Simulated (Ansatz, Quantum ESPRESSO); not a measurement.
## Sr1-xBaxTiO3: band gap against composition

How far does the gap depart from the straight line between the end members?

Calculated with Ansatz 0.2.0, PBEsol, PAW files of the set soft_1, cutoff 600 eV, Fermi–Dirac smearing 0.02 eV, k-mesh 5×5×4, no spin polarisation, no spin-orbit coupling.

Each composition is one ordered cell of the cubic perovskite structure with 4 sites to fill (x is the share of Ba on the Sr sites), chosen so that its near-neighbour pairs are as close to random as the cell allows, with cell and atoms relaxed. The cell at x = 0.25: a = 5.5325 Å, b = 5.5325 Å, c = 7.8216 Å, α = 90.00°, β = 90.00°, γ = 90.00°.

```
atom       x       y       z
  Ba  0.0000  0.0000  0.0000
  Sr  0.0000  0.0000  0.5000
  Sr  0.5000  0.5000  0.0000
  Sr  0.5000  0.5000  0.5000
  Ti  0.5000  0.0000  0.2523
  Ti  0.5000  0.0000  0.7477
  Ti  0.0000  0.5000  0.2523
  Ti  0.0000  0.5000  0.7477
   O  0.5000  0.0000  0.0000
   O  0.2518  0.7482  0.2540
   O  0.2518  0.2518  0.2540
   O  0.5000  0.0000  0.5000
   O  0.2518  0.7482  0.7460
   O  0.2518  0.2518  0.7460
   O  0.0000  0.5000  0.0000
   O  0.7482  0.2518  0.2540
   O  0.7482  0.7482  0.2540
   O  0.0000  0.5000  0.5000
   O  0.7482  0.2518  0.7460
   O  0.7482  0.7482  0.7460
```

```csv
x,formula,space group,gap (eV)
0,SrTiO3,Pm-3m,1.857
0.25,BaSr3Ti4O12,P4/mmm,1.844
0.75,Ba3SrTi4O12,P4/mmm,1.827
1,BaTiO3,Pm-3m,1.821
```

**Question.** Fit the trend and give the value at x = 0.5, a row left out above.

The law is y = (1 − x) y0 + x y1 − b x(1 − x). With w = x(1 − x) and δ the distance of each inner row from the straight line, b = −Σδw/Σw².

| x | w | δ |
| --- | --- | --- |
| 0.25 | 0.1875 | −0.004 |
| 0.75 | 0.1875 | −0.003 |

Σδw = −0.001312 and Σw² = 0.07031, so b = 0.019 eV. At x = 0.5 the law gives 1.834 eV. The run itself gives 1.831 eV, so the estimate misses by 0.003 eV, more than the largest misfit of the fitted rows (0.000 eV).

One small ordered cell stands for each composition, so a random alloy may differ, and zone-edge valleys can fold onto Γ in it. Semilocal functionals give gaps that are too small, and the error differs from valley to valley, so the order of close valleys can be wrong too.

The same fit over all rows at other levels or in other programs gives b = 0.024 eV with PBEsol (Quantum ESPRESSO, GBRV).

[Logs are printed without paths, hosts, clocks, repeated set-up lines and the standing remarks that a program may print on its own settings, such as how far it seeks lower states.]
